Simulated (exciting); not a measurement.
Consider CsLaS2, space group R-3m.

```cif
data_structure
_symmetry_space_group_name_H-M 'P 1'
_symmetry_Int_Tables_number 1
_cell_length_a 8.4780
_cell_length_b 8.4780
_cell_length_c 8.4780
_cell_angle_alpha 29.605
_cell_angle_beta 29.605
_cell_angle_gamma 29.605
_cell_volume 131.65
loop_
_atom_site_label
_atom_site_type_symbol
_atom_site_fract_x
_atom_site_fract_y
_atom_site_fract_z
_atom_site_occupancy
La1 La 0.50000 0.50000 0.50000 1
Cs2 Cs 0.00000 0.00000 0.00000 1
S3 S 0.77091 0.77091 0.77091 1
S4 S 0.22909 0.22909 0.22909 1
```

Absorber: atom 3, with 3 La at 2.93 Å and 3 Cs at 3.56 Å (distorted octahedral, site symmetry 3m). Method: exciting, all-electron LAPW+lo, LDA, exchange and screened direct term (singlet BSE), 2×2×2 shifted k points, 68 conduction bands, |G+q| up to 3 bohr⁻¹ (2.5 in the exchange term), full RPA screening with nempty = 103, Lorentzian half width 0.45 eV.

**Question.** Predict the S L₂,₃ near-edge structure at this level.

Bound core exciton? Yes on this mesh: the first bright state (over 5 % of the brightest) lies at -0.96 eV from the Kohn–Sham onset and at -1.05 eV from the lowest bare transition of its own mesh. Maxima (height): 2.0 eV (0.34), 9.4 eV (1.00), 12.3 eV (0.97), 14.2 eV (0.79), 17.0 eV (0.67) and 18.5 eV (0.71).

Energy from the Kohn–Sham onset, core level to the lowest empty state found on the meshes used; Im ε in relative units:

| E (eV) | Im ε |
| --- | --- |
| -3.0 | 0.02 |
| -2.5 | 0.03 |
| -2.0 | 0.04 |
| -1.5 | 0.06 |
| -1.0 | 0.11 |
| -0.5 | 0.13 |
| 0.0 | 0.17 |
| 0.5 | 0.22 |
| 1.0 | 0.26 |
| 1.5 | 0.31 |
| 2.0 | 0.34 |
| 2.5 | 0.33 |
| 3.0 | 0.30 |
| 3.5 | 0.28 |
| 4.0 | 0.29 |
| 4.5 | 0.31 |
| 5.0 | 0.34 |
| 5.5 | 0.37 |
| 6.0 | 0.43 |
| 6.5 | 0.52 |
| 7.0 | 0.59 |
| 7.5 | 0.68 |
| 8.0 | 0.74 |
| 8.5 | 0.78 |
| 9.0 | 0.89 |
| 9.5 | 0.99 |
| 10.0 | 0.87 |
| 10.5 | 0.81 |
| 11.0 | 0.82 |
| 11.5 | 0.85 |
| 12.0 | 0.93 |
| 12.5 | 0.97 |
| 13.0 | 0.93 |
| 13.5 | 0.81 |
| 14.0 | 0.77 |
| 14.5 | 0.77 |
| 15.0 | 0.69 |
| 15.5 | 0.65 |
| 16.0 | 0.63 |
| 16.5 | 0.62 |
| 17.0 | 0.67 |
| 17.5 | 0.66 |
| 18.0 | 0.68 |
| 18.5 | 0.71 |
| 19.0 | 0.66 |
| 19.5 | 0.60 |
| 20.0 | 0.59 |
| 20.5 | 0.53 |
| 21.0 | 0.51 |
| 21.5 | 0.51 |
| 22.0 | 0.51 |

With 8 k points the binding energies are rough, and fine structure above the first lines is partly noise of the mesh. The kernel cutoff is low for a compact core orbital, so the effect of exchange is a lower bound. The zero comes from the unshifted 3×3×3 ground-state mesh; it is exact only where the band minimum lies on that mesh. The conduction states carry no spin here, so the exchange coupling to the spinor core hole is only partly held. The Kohn–Sham onset, 150 eV, is no photon energy (tabulated edge of the element: 162.5 eV): the scale needs a rigid shift. Bands and screening come from semilocal DFT, whose small gap overscreens. Vibrations and energy-dependent lifetimes are left out. The structure is a Materials Project entry, computed there, and may be a hypothetical form.

[Banner, clock and machine lines of the logs are left out without a mark of their own.]

[Logs are printed without paths, hosts, clocks, repeated set-up lines and the standing remarks that a program may print on its own settings, such as how far it seeks lower states.]

[Hosts, paths, dates, database ids (printed as entryN), source tags and the programs' standing remarks are cut or masked in the printed files.]
